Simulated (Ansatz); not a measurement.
**Ca3SiS (model cell, started as antiperovskite): following an unstable mode**

Wanted: the energy along a soft mode of Ca3SiS (model cell, started as antiperovskite) and the structure at the end.

Program: Ansatz 0.2.0. Level of theory: DFT PBEsol, scalar-relativistic, plane waves, PAW; PAW set soft_1. Results are calculated unless marked as measured.

Report form: the programs' logs are mostly left out.

The structure was built from a prototype and need not be the compound's stable phase.

### 1. Starting point

The structure is cubic, space group Pm-3m (No. 221). Conventional cell: a = 5.168 Å, b = 5.168 Å, c = 5.168 Å, α = 90.00°, β = 90.00°, γ = 90.00°. Si has 12 Ca at 3.65 Å nearest. Nearest to S lie 6 Ca at 2.58 Å. Ca has 2 S at 2.58 Å and 8 Ca at 3.65 Å and 4 Si at 3.65 Å nearest. Farther neighbours and most contacts between anions are not listed.

As a file:

```cif
data_structure
_symmetry_space_group_name_H-M 'P 1'
_symmetry_Int_Tables_number 1
_cell_length_a 5.1680
_cell_length_b 5.1680
_cell_length_c 5.1680
_cell_angle_alpha 90.000
_cell_angle_beta 90.000
_cell_angle_gamma 90.000
_cell_volume 138.03
loop_
_atom_site_label
_atom_site_type_symbol
_atom_site_fract_x
_atom_site_fract_y
_atom_site_fract_z
_atom_site_occupancy
Si1 Si 0.00000 0.00000 0.00000 1
S2 S 0.50000 0.50000 0.50000 1
Ca3 Ca 0.50000 0.50000 0.00000 1
Ca4 Ca 0.50000 0.00000 0.50000 1
Ca5 Ca 0.00000 0.50000 0.50000 1
```

### 2. The dispersion

The cell comes from relaxations at this level that are not shown. Stability and thermal properties need the whole zone. Linear response on a 2×2×2 q mesh gives force constants as far as a supercell of that size would.

The input, input.yaml:

```yaml
crystal:
  lattice:
    - [5.1680341995, 0.0, 0.0]
    - [0.0, 5.1680341995, 0.0]
    - [0.0, 0.0, 5.1680341995]
  atoms:
    - { symbol: Si, position: [0.0, 0.0, 0.0] }
    - { symbol: S, position: [0.5, 0.5, 0.5] }
    - { symbol: Ca, position: [0.5, 0.5, 0.0] }
    - { symbol: Ca, position: [0.5, 0.0, 0.5] }
    - { symbol: Ca, position: [0.0, 0.5, 0.5] }
kpoints:
  mp_grid: { grid: [8, 8, 8] }
hamiltonian:
  xc: pbesol
  pseudopotentials: { kind: paw, azcp: { folder: soft_1 }, xc_functional: pbe }
scf:
  occupations: { method: methfessel_paxton, width: 0.2 }
output:
  eigenvalues: true
phonons:
  method: dfpt
  qmesh: [2, 2, 2]
  temperatures: { t_max: 1000, t_step: 50 }
  qpath:
    path:
      - [[0.0, 0.0, 0.0], [0.0, 0.5, 0.0], [0.5, 0.5, 0.0], [0.0, 0.0, 0.0], [0.5, 0.5, 0.5], [0.0, 0.5, 0.0]]
      - [[0.5, 0.5, 0.5], [0.5, 0.5, 0.0]]
    npoints: 10
```

On the command line:

```bash
ansatz run input.yaml --threads 8 --pin off --max-ram 16384MiB --backend cpu --events-out ev --progress --plain --runs-dir out
```

Wall time 2.4 min (8 threads of Arm Neoverse V2, shared host); peak memory 2.6 GiB.

Numbers from this step:

* volume per atom: 27.61 Å³
* gap on the k-mesh: 0.02521 eV
* sum-rule residual before enforcement: 4.68e-5 eV/Å²
* lowest frequency on the path: -106.5 cm⁻¹
* point group: m-3m
* highest frequency on the path or at a solved wavevector: 409.5 cm⁻¹
* highest optical mode at the zone centre (no LO-TO term): 401.0 cm⁻¹
* lowest optical zone-centre mode: -78.83 cm⁻¹
* lowest mode on the q mesh (acoustic modes at Γ apart): -106.5 cm⁻¹

Frequencies (cm⁻¹) solved at each irreducible wavevector; negative means imaginary. Frequencies by wavevector, by row:

```tsv
q in reciprocal lattice units	star	mode 1	mode 2	mode 3	mode 4	mode 13	mode 14	mode 15
0 0 0	1	-78.8	-78.8	-78.8	0	401	401	401
0 0 -0.5	3	-44	-44	-21.4	-21.4	318.1	401.9	401.9
0 -0.5 -0.5	3	-106.5	-58.9	-58.9	48.9	309.8	341.2	401.8
-0.5 -0.5 -0.5	1	-104.7	-104.7	-104.7	-29.2	310.7	310.7	349.4
```

Interpolated from a 2×2×2 q mesh. The phonon branches at the labelled points (cm⁻¹):

```tsv
point	branch 1	branch 2	branch 3	branch 4	branch 12	branch 13	branch 14	branch 15
Γ	-79	-79	0	0	155	401	401	410
halfway	-64	-64	24	24	210	386	402	402
X	-44	-44	-21	-21	311	318	402	402
halfway	-91	-35	-34	-25	311	314	383	402
M	-106	-59	-59	49	310	310	341	402
halfway	-80	-52	-45	36	214	374	391	402
Γ	-79	-79	0	0	155	401	401	410
halfway	-76	-75	-75	33	219	374	374	395
R	-105	-105	-105	-29	311	311	311	349
halfway	-92	-84	-69	26	311	312	375	389
X	-44	-44	-21	-21	311	318	402	402
jump to R	-105	-105	-105	-29	311	311	311	349
halfway	-106	-86	-86	9	310	310	333	384
M	-106	-59	-59	49	310	310	341	402
```

Symmetry leaves 4 wavevectors to solve. The lowest mode among them, the acoustic zeros apart, lies at q = (0, -0.5, -0.5) and is imaginary, 106.5i cm⁻¹, so the energy falls along it.

### 3. The mode frozen in, largest atomic shift 0 Å

The mode followed lies at q = (-0.5, -0.5, -0.5) with frequency 104.7i cm⁻¹ and is 3-fold degenerate, one of the unstable modes though not the softest. At small amplitude the distorted cell has space group no. 140 by a symmetry search on the positions. The undistorted cell that holds it gives the zero of energy on the same k mesh.

System of this step: Ca3SiS (model cell, started as antiperovskite). The structure is cubic, space group Pm-3m (No. 221). Conventional cell: a = 5.168 Å, b = 5.168 Å, c = 5.168 Å, α = 90.00°, β = 90.00°, γ = 90.00°. Si has 12 Ca at 3.65 Å nearest. S has 6 Ca at 2.58 Å nearest. Nearest to Ca lie 2 S at 2.58 Å and 8 Ca at 3.65 Å and 4 Si at 3.65 Å. Farther neighbours and most contacts between anions are not listed.

input.yaml, the sections that differ from step 2:

```yaml
crystal:
  lattice:
    - [5.1680341995, 5.1680341995, 0.0]
    - [5.1680341995, 0.0, 5.1680341995]
    - [5.1680341995, 0.0, -5.1680341995]
  atoms:
    - { symbol: Si, position: [0.0, 0.0, 0.0] }
    - { symbol: Si, position: [0.0, 0.5, 0.5] }
    - { symbol: S, position: [0.5, 0.25, 0.75] }
    - { symbol: S, position: [0.5, 0.75, 0.25] }
    - { symbol: Ca, position: [0.5, 0.5, 0.5] }
    - { symbol: Ca, position: [0.5, 0.0, 0.0] }
    - { symbol: Ca, position: [0.0, 0.5, 0.0] }
    - { symbol: Ca, position: [0.0, 0.0, 0.5] }
    - { symbol: Ca, position: [0.5, 0.5, 0.0] }
    - { symbol: Ca, position: [0.5, 0.0, 0.5] }
output:
  forces: true
  stress: true
  eigenvalues: true
# kpoints, hamiltonian, scf: as in step 2
# phonons: removed
```

It took 2.8 s on 8 threads; peak memory 1 GiB; 21 s of CPU time.

This step gave:

```
pressure                         : 0.006677 GPa
gap on the k-mesh                : 0.02340 eV
energy from the undistorted cell : 0 meV/atom
```

The run ends at a pressure of 0.01 GPa.

### 4. The mode frozen in, largest atomic shift 0.6 Å

The atoms are moved along the unstable eigenvector, the largest shift by 0.6 Å, with the cell fixed.

input.yaml, the sections that differ from step 3:

```yaml
crystal:
  lattice:
    - [5.1680341995, 5.1680341995, 0.0]
    - [5.1680341995, 0.0, 5.1680341995]
    - [5.1680341995, 0.0, -5.1680341995]
  atoms:
    - { symbol: Si, position: [0.0, 0.0, 0.0] }
    - { symbol: Si, position: [0.0, 0.5, 0.5] }
    - { symbol: S, position: [0.5, 0.25, 0.75] }
    - { symbol: S, position: [0.5, 0.75, 0.25] }
    - { symbol: Ca, position: [0.5, 0.4419508485, 0.4419508485] }
    - { symbol: Ca, position: [0.5, 0.0580491515, 0.0580491515] }
    - { symbol: Ca, position: [0.0, 0.5, 0.0] }
    - { symbol: Ca, position: [0.0, 0.0, 0.5] }
    - { symbol: Ca, position: [0.5, 0.5580491515, -0.0580491515] }
    - { symbol: Ca, position: [0.5, -0.0580491515, 0.5580491515] }
# kpoints, hamiltonian, scf, output: as in step 3
```

It took 5.6 s on 8 threads; peak memory 1.2 GiB.

This step gave:

| Item | Value |
| --- | --- |
| pressure | -0.5629 GPa |
| gap on the k-mesh | 0.4208 eV |
| energy from the undistorted cell | -88.07 meV/atom |

The energy, extrapolated to zero smearing, is -88.07 meV/atom against the undistorted cell.

The run ends at a pressure of -0.56 GPa, with forces up to 0.49 eV/Å.

### 5. Energy along the mode, all amplitudes (two of the runs are shown above)

An imaginary frequency means negative curvature, so the energy should fall and then rise again as anharmonic terms take over.

This step gave:

- depth at the lowest point sampled: 88.07 meV/atom
- largest atomic shift at that point: 0.6 Å

Table of energy from the parent by largest atomic shift:

```tsv
largest atomic shift (Å)	energy from the parent (meV/atom)
0.000	0
0.040	-0.519
0.080	-2.07
0.140	-6.29
0.220	-15.2
0.320	-31.0
0.450	-56.7
0.600	-88.1
```

Displacement at unit largest shift by atom:

```tsv
atom	x (Å)	y (Å)	z (Å)	size
Si1	0.00	0.00	0.00	0.00
Si2	0.00	0.00	0.00	0.00
S3	0.00	0.00	0.00	0.00
S4	0.00	0.00	0.00	0.00
Ca5	-1.00	0.00	0.00	1.00
Ca6	1.00	0.00	0.00	1.00
Ca7	0.00	0.00	0.00	0.00
Ca8	0.00	0.00	0.00	0.00
Ca9	0.00	0.00	1.00	1.00
Ca10	0.00	0.00	-1.00	1.00
```

The lowest of the steps tried is the last one, at 0.6 Å, 88.1 meV/atom below the parent; the bottom of the well need not coincide with a step.

### 6. Relaxation from the frozen mode

Starting from the lowest point found, all atoms and the cell are let go, so that strain and other modes of the same symmetry can join in.

Edit input.yaml of step 4 so:

```diff
@@ -27 +27,6 @@
   eigenvalues: true
+relax:
+  adjacent_minimum: "off"
+  f_tol: 0.002
+  max_steps: 120
+  cell: { stress_tol: 0.03 }
```

The job ended after 36 s (8 threads; peak memory 1.3 GiB).

Relaxation path:

```tsv
step	energy less that of the first step (eV)	largest force component (eV/Å)	pressure (GPa)	volume (Å³)
1	0.0000	0.4905	-0.56	276.06
2	-0.3067	0.1812	-0.16	271.46
3	-0.3155	0.1568	0.15	269.61
4	-0.3283	0.0082	0.13	270.05
5	-0.3288	0.0010	-0.03	270.87
6	-0.3289	0.0001	0.00	270.70
7*	-0.3288	0.0001	0.00	270.70
```

Relaxation steps marked * repeat the geometry before them on a plane-wave basis chosen anew for their cell, so energy and pressure can jump there.

Forces are held to the 16 operations that the run works with; a distortion that breaks them can't arise in this run.

```tsv
conventional cell, symmetrised	before	after	change
a (Å)	7.309	7.208	-1.4 %
b (Å)	7.309	7.208	-1.4 %
c (Å)	10.336	10.420	+0.8 %
volume (Å³/atom)	27.61	27.07	-1.9 %
```

The atoms that moved most (Å, as changes of fractional coordinates times the final cell):

```tsv
atom	dx	dy	dz	length
Ca5	-0.247	0.000	0.000	0.247
Ca10	0.000	0.000	-0.247	0.247
Ca6	0.247	0.000	0.000	0.247
Ca9	0.000	0.000	0.247	0.247
```

This step gave:

* pressure: -0.001727 GPa
* volume per atom: 27.07 Å³
* gap on the k-mesh: 0.4513 eV

The distorted start has space group I4/mcm; the relaxation ends in I4/mcm.

### 7. The new phase in its own primitive cell

The relaxed structure is symmetrised, reduced to its primitive cell and relaxed tightly, as its phonons need.

The input, input.yaml:

```yaml
crystal:
  lattice:
    - [-3.6041065963, 3.6041065963, 5.2099537936]
    - [3.6041065963, -3.6041065963, 5.2099537936]
    - [3.6041065963, 3.6041065963, -5.2099537936]
  atoms:
    - { symbol: Si, position: [0.75, 0.25, 0.5] }
    - { symbol: Si, position: [0.25, 0.75, 0.5] }
    - { symbol: S, position: [0.0, 0.0, 0.0] }
    - { symbol: S, position: [0.5, 0.5, 0.0] }
    - { symbol: Ca, position: [0.3322706426, 0.8322706426, 0.1645412851] }
    - { symbol: Ca, position: [0.6677293574, 0.1677293574, 0.8354587149] }
    - { symbol: Ca, position: [0.75, 0.75, 0.0] }
    - { symbol: Ca, position: [0.25, 0.25, 0.0] }
    - { symbol: Ca, position: [0.8322706426, 0.6677293574, 0.5] }
    - { symbol: Ca, position: [0.1677293574, 0.3322706426, 0.5] }
kpoints:
  mp_grid: { grid: [6, 6, 6] }
hamiltonian:
  xc: pbesol
  pseudopotentials: { kind: paw, azcp: { folder: soft_1 }, xc_functional: pbe }
scf:
  occupations: { method: fixed }
output:
  forces: true
  stress: true
  eigenvalues: true
relax:
  adjacent_minimum: "off"
  f_tol: 0.001
  max_steps: 60
  cell: { stress_tol: 0.01 }
```

Wall time 6.8 s (8 threads); peak memory 1 GiB.

Little changed from the start: no atom moved by 0.005 Å and no cell edge by 0.1 %.

Numbers from this step:

```
pressure           : -8.90e-4 GPa
gap on the k-mesh  : 0.4516 eV
direct gap on mesh : 0.4516 eV
```

The largest force component left is 0.083 meV/Å and the pressure is -0.001 GPa, within the tolerances set. The cell now holds 27.07 Å³/atom.

### 8. Modes of the new phase, k-mesh 6×6×6, occupations fixed

A relaxed structure may still be a saddle point, so its zone-centre modes are computed. The response to a homogeneous field gives the Born charges and the dielectric tensor.

Edit input.yaml of step 7 so:

```diff
@@ -10,4 +10,4 @@
     - { symbol: S, position: [0.5, 0.5, 0.0] }
-    - { symbol: Ca, position: [0.3322706426, 0.8322706426, 0.1645412851] }
-    - { symbol: Ca, position: [0.6677293574, 0.1677293574, 0.8354587149] }
+    - { symbol: Ca, position: [0.3322706426, 0.8322706426, 0.1645412852] }
+    - { symbol: Ca, position: [0.6677293574, 0.1677293574, 0.8354587148] }
     - { symbol: Ca, position: [0.75, 0.75, 0.0] }
@@ -24,9 +24,6 @@
 output:
-  forces: true
-  stress: true
   eigenvalues: true
-relax:
-  adjacent_minimum: "off"
-  f_tol: 0.001
-  max_steps: 60
-  cell: { stress_tol: 0.01 }
+phonons:
+  method: dfpt
+  dielectric: true
+  rigid_motions: translations
```

Run time: 4.8 min. Hardware: 8 threads; peak memory 6.1 GiB; 37 min of CPU time.

Numbers from this step:

- sum-rule residual before enforcement: 6.54e-5 eV/Å²
- miss of the charge sum rule: 0.01988 e
- estimated error of the dielectric tensor: 0.07695
- estimated error of the Born charges: 0.03704 e
- point group: 4/mmm
- highest optical mode at the zone centre (no LO-TO term): 384.7 cm⁻¹
- lowest optical zone-centre mode: -81.09 cm⁻¹
- mean high-frequency dielectric constant: 13.98
- largest Born charge (third of the trace): -3.635 e
- top of the zone-centre spectrum with the field: 398.8 cm⁻¹

Patterns of degenerate modes are one choice out of their space. The modes at Γ (shares of kinetic energy by element, %) (negative means imaginary):

```tsv
mode	frequency (cm⁻¹)	symmetry	Si %	S %	Ca %
1	-81.1	Eg	9	0	91
2	-81.1	Eg	9	0	91
3	0.0	acoustic	16	18	67
4	0.0	acoustic	16	18	67
5	0.0	acoustic	16	18	67
6	20.3	Eu	19	2	79
7	20.3	Eu	19	2	79
8	122.4	B1u	0	0	100
9	125.2	Eg	28	0	72
10	125.2	Eg	28	0	72
11	126.4	Eu	36	7	58
12	126.4	Eu	36	7	58
13	148.3	Eu	29	31	40
14	148.3	Eu	29	31	40
15	148.3	A2u	0	27	73
16	148.8	Eg	63	0	37
17	148.8	Eg	63	0	37
18	156.4	A1g	0	0	100
19	184.3	A2u	84	3	13
20	200.5	B2g	26	0	74
21	207.4	B2g	74	0	26
22	225.5	B1g	0	0	100
23	243.8	A2g	0	0	100
24	269.1	Eu	0	93	7
25	269.1	Eu	0	93	7
26	308.8	A1u	0	100	0
27	320.9	A2g	0	0	100
28	323.7	Eu	0	50	50
29	323.7	Eu	0	50	50
30	384.7	A2u	0	52	48
```

Displacements in mode 2 (-81.1 cm⁻¹), the largest set to 1:
```
Si1  0.03  0.42  0.00
Si2 -0.03 -0.42  0.00
S3   0.00  0.00  0.00
S4   0.00  0.00  0.00
Ca5  0.00  0.00  0.42
Ca6  0.00  0.00 -0.42
Ca7 -0.07  1.00  0.00
Ca8  0.07 -1.00  0.00
Ca9  0.00  0.00 -0.37
Ca10 0.00  0.00  0.37
```

Displacements in mode 30 (384.7 cm⁻¹), the largest set to 1:
```
Si1  0.00  0.00 -0.01
Si2  0.00  0.00 -0.01
S3   0.00  0.00  1.00
S4   0.00  0.00  1.00
Ca5  0.00  0.00  0.03
Ca6  0.00  0.00  0.03
Ca7  0.00  0.00 -0.86
Ca8  0.00  0.00 -0.86
Ca9  0.00  0.00  0.03
Ca10 0.00  0.00  0.03
```

Optical modes at the zone centre, without and with the macroscopic field of the longitudinal modes; each column is sorted by frequency, so a row need not hold one and the same mode. Modes with and without the field, by row:

```tsv
rank among optical modes	no field (cm⁻¹)	q along (1, 0, 0) (cm⁻¹)	q along (0, 0, 1) (cm⁻¹)
1	-81.1	-81.1	-81.1
2	-81.1	-81.1	-81.1
3	20.3	20.3	20.3
4	20.3	66.9	20.3
5	122.4	122.4	122.4
6	125.2	125.2	125.2
7	125.2	125.2	125.2
8	126.4	126.4	126.4
9	126.4	148.2	126.4
10	148.3	148.3	148.3
11	148.3	148.3	148.3
12	148.3	148.8	148.8
13	148.8	148.8	148.8
14	148.8	156.4	156.2
15	156.4	168.6	156.4
16	184.3	184.3	200.5
17	200.5	200.5	207.4
18	207.4	207.4	225.5
19	225.5	225.5	241.8
20	243.8	243.8	243.8
21	269.1	269.1	269.1
22	269.1	270.1	269.1
23	308.8	308.8	308.8
24	320.9	320.9	320.9
25	323.7	323.7	323.7
26	323.7	335.4	323.7
27	384.7	384.7	398.8
```

Born charge (rows field, columns displacement) (e), principal values of the symmetric part by kind of site:

```tsv
atom	atoms with these values	low	middle	high	mean
Si1	2	-4.44	-3.23	-3.23	-3.63
S3	2	-3.11	-2.81	-2.81	-2.91
Ca5	4	1.57	1.96	2.79	2.11
Ca7	2	1.96	2.51	2.51	2.33
```

In full for Ca7:

```
2.51 0.00 0.00
0.00 2.51 0.00
0.00 0.00 1.96
```

High-frequency dielectric tensor:

```
13.82  0.00  0.00
 0.00 13.82  0.00
 0.00  0.00 14.30
```

Transverse modes; imaginary modes are left out. Lines of the infrared spectrum (strongest = 100):

```tsv
position (cm⁻¹)	lines merged	relative intensity
20	1	71
122	1	0.0
125	1	0.0
126	1	91
148	2	37
149	1	0.0
156	1	0.0
184	1	100
200	1	0.0
207	1	0.0
226	1	0.0
244	1	0.0
269	1	4.1
309	1	0.0
321	1	0.0
324	1	57
385	1	40
```

Before it was imposed, the acoustic sum rule was missed by 6.5e-5 eV/Å² and the charge sum rule by 0.020 e. Small misses are needed for a sound result but don't prove that mesh and cutoff are converged. The lowest optical mode is imaginary, 81.1i cm⁻¹, so the energy falls along it.

The log warns of the k mesh: “the force constants stand on the 6×6×6 k-mesh, whose period is 9.65 times the interband length at k = (0.0000, 0.0000, 0.0000), direct gap 0.452 eV, under 14: take them and everything formed from them as unconverged”.

### 9. What came out

* unstable mode of the parent: q = (-0.5, -0.5, -0.5), 105i cm⁻¹
* depth at the lowest point sampled: 88.1 meV/atom
* largest atomic shift at that point: 0.6 Å
* space group reached (within 0.01 Å): I4/mcm
* energy gained over the parent (first relaxation, on the mesh of the frozen mode): 121 meV/atom
* volume per atom, phase reached: 27.1 Å³
* gap on the k-mesh, phase reached: 0.452 eV
* lowest optical zone-centre mode, phase reached: -81.1 cm⁻¹
* highest optical mode at the zone centre (no LO-TO term), phase reached: 385 cm⁻¹

**Reading.** Along this mode the structure falls into I4/mcm, 121 meV/atom below the parent. At the parent's cell the well is 88.07 meV/atom deep on the steps tried, with its lowest point at a shift of 0.6 Å. That is the last step tried, so the steps alone don't bracket the bottom of the well. Relaxing atoms and cell changes the gain by +32.88 meV/atom against the lowest step (energies at zero smearing). The new phase still has an imaginary mode at the zone centre of its cell, so it is a saddle point on the way to a lower structure. Of the 4 patterns followed to their end from this parent, this one ends 42.8 meV/atom above the lowest, Imma. Another end point lies within 1 meV/atom; how such a difference moves with mesh and cutoff was not tested. Each path keeps the symmetry of its pattern, so a lower phase may lie along a pattern not tried. With the field response the log warns that the k mesh is coarse for the force constants too, so the frequencies may not be converged. With no gap, or one that is small against the smearing, the frequencies hang on the k mesh and the smearing, most of all near Kohn anomalies. In at least one run the field response is not settled by the k meshes in reach, so its dielectric tensor, Born charges and longitudinal modes are rough. The PAW files were made for PBE and serve the other functionals too. A phonon run warned that its eigensolver left some bands unconverged in a pass. The starting cell was built on a prototype and not taken from a measurement, so the phase need not exist.

[Logs are printed without paths, hosts, clocks, repeated set-up lines and the standing remarks that a program may print on its own settings, such as how far it seeks lower states.]

[Hosts, paths, dates, database ids (printed as entryN), source tags and the programs' standing remarks are cut or masked in the printed files.]
